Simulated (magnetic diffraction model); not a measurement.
# TmVPb2 below its ordering temperature

Space group Pnma (no. 62), a = 7.4490 Å, b = 4.7660 Å, c = 11.2810 Å.

| site | atom | x | y | z |
| --- | --- | --- | --- | --- |
| 4c | Pb | 0.0439 | 3/4 | 0.1573 |
| 4c | Pb | 0.7713 | 3/4 | 0.9690 |
| 4c | Tm | 0.7497 | 3/4 | 0.6801 |
| 4c | V | 0.4151 | 3/4 | 0.0947 |

The compound is invented for this exercise: a known structure type with other elements, its cell scaled to their sizes and not relaxed.

Only Tm is taken to order (form factors of Tm3+); orders and moment sizes are assumed, and not adapted to the symmetry. Radiation: neutrons of λ = 2.52 Å, 1.5° to 50°; isotropic B of 0.17 Å² (Pb), 0.17 Å² (Tm) and 0.21 Å² (V). Simulated constant-wavelength pattern: nuclear and magnetic terms add, the magnetic one as |2.695 fm × Σ f S⊥ exp(2πi Q·r) exp(−B s²)|², summed over all Q at one angle with the factor 1/(sin²θ cos θ). For a modulated order the moment at position r is S exp(−2πi k·r) + c.c., with S = m/2 for a sine wave of amplitude m and S = m(u + iv)/2 for moments turning in a plane, u and v being orthogonal unit vectors in it; the phase factor of the sum at Q = H + k is then exp(2πi H·r). Free-ion form factors, Sears's scattering lengths of 1992, no absorption; a label names one of the reflections at its angle. The strongest nuclear line in the range is 100, and lines under 0.2 are left out.

Above the ordering temperature:

```
2θ (°)    index      I
 23.39  (1 0 1)  100.0
 33.36  (0 1 1)    0.4
 38.92  (1 1 1)   43.5
 39.55  (2 0 0)   30.6
 41.74  (2 0 1)   18.2
 44.09  (1 0 3)   46.0
 45.32  (1 1 2)   91.8
 47.83  (2 0 2)   31.9
```

Below it (cell unchanged):

```
2θ (°)      I
  9.80   87.8
 15.86   33.4
 21.85  158.7
 23.39  100.0
 25.21  118.8
 33.36    0.4
 35.98   33.0
 36.72  230.2
 38.51   59.6
 38.92   43.5
 39.55   30.6
 40.84    9.8
 41.23    3.3
 41.74   18.2
 42.36   23.6
 42.64   45.0
 42.86    8.9
 43.51   58.7
 44.09   46.0
 45.32   91.8
 47.03    2.6
 47.28   47.1
 47.83   31.9
```

**Question.** Find the propagation vector, then choose among these models:
A. a sine wave with moments along [100] (amplitudes given), 6.4 μB on Tm; signs + at (0.7497, 3/4, 0.6801), − at (0.7503, 1/4, 0.1801), − at (0.2497, 3/4, 0.8199), + at (0.2503, 1/4, 0.3199)
B. moments turning in the plane of [001] and [100], 6.4 μB on Tm; signs + at (0.7497, 3/4, 0.6801), − at (0.7503, 1/4, 0.1801), − at (0.2497, 3/4, 0.8199), + at (0.2503, 1/4, 0.3199)
C. a sine wave with moments along [010] (amplitudes given), 6.4 μB on Tm; signs + at (0.7497, 3/4, 0.6801), − at (0.7503, 1/4, 0.1801), − at (0.2497, 3/4, 0.8199), + at (0.2503, 1/4, 0.3199)
D. moments turning in the plane of [100] and [010], 6.4 μB on Tm; signs + at (0.7497, 3/4, 0.6801), − at (0.7503, 1/4, 0.1801), − at (0.2497, 3/4, 0.8199), + at (0.2503, 1/4, 0.3199)

The new lines index as (0 0 0.765) at 9.80°, (0 0 1.235) at 15.86°, (1 0 0.765) at 21.85° and (1 0 1.235) at 25.21°, that is as H ± k with k = (0 0 0.235). Satellites come in pairs about each point of the reciprocal lattice.

Magnetic intensity, observed (below minus above) and for each model:

| 2θ (°) | index | observed | A | B | C | D |
| --- | --- | --- | --- | --- | --- | --- |
| 9.80 | (0 0 0.765) | 87.8 | 87.8 | 87.8 | 87.8 | 175.6 |
| 15.86 | (0 0 1.235) | 33.4 | 33.4 | 33.4 | 33.4 | 66.8 |
| 21.85 | (1 0 0.765) | 158.7 | 32.3 | 158.7 | 158.7 | 191.0 |
| 25.21 | (1 0 1.235) | 118.8 | 47.4 | 118.8 | 118.8 | 166.2 |
| 35.98 | (0 0 2.765) | 33.0 | 33.0 | 33.0 | 33.0 | 66.0 |
| 36.72 | (1 1 0.235) | 230.2 | 96.1 | 230.2 | 39.9 | 136.0 |
| 38.51 | (0 1 1.765) | 59.6 | 36.3 | 59.6 | 13.0 | 49.3 |
| 43.51 | (1 1 1.765) | 58.7 | 30.8 | 58.7 | 19.1 | 49.9 |

Model B matches.

The structure used: k = (0 0 0.235), moments turning in the plane of [001] and [100], 6.4 μB on Tm; signs + at (0.7497, 3/4, 0.6801), − at (0.7503, 1/4, 0.1801), − at (0.2497, 3/4, 0.8199), + at (0.2503, 1/4, 0.3199).

[Logs are printed without paths, hosts, clocks, repeated set-up lines and the standing remarks that a program may print on its own settings, such as how far it seeks lower states.]
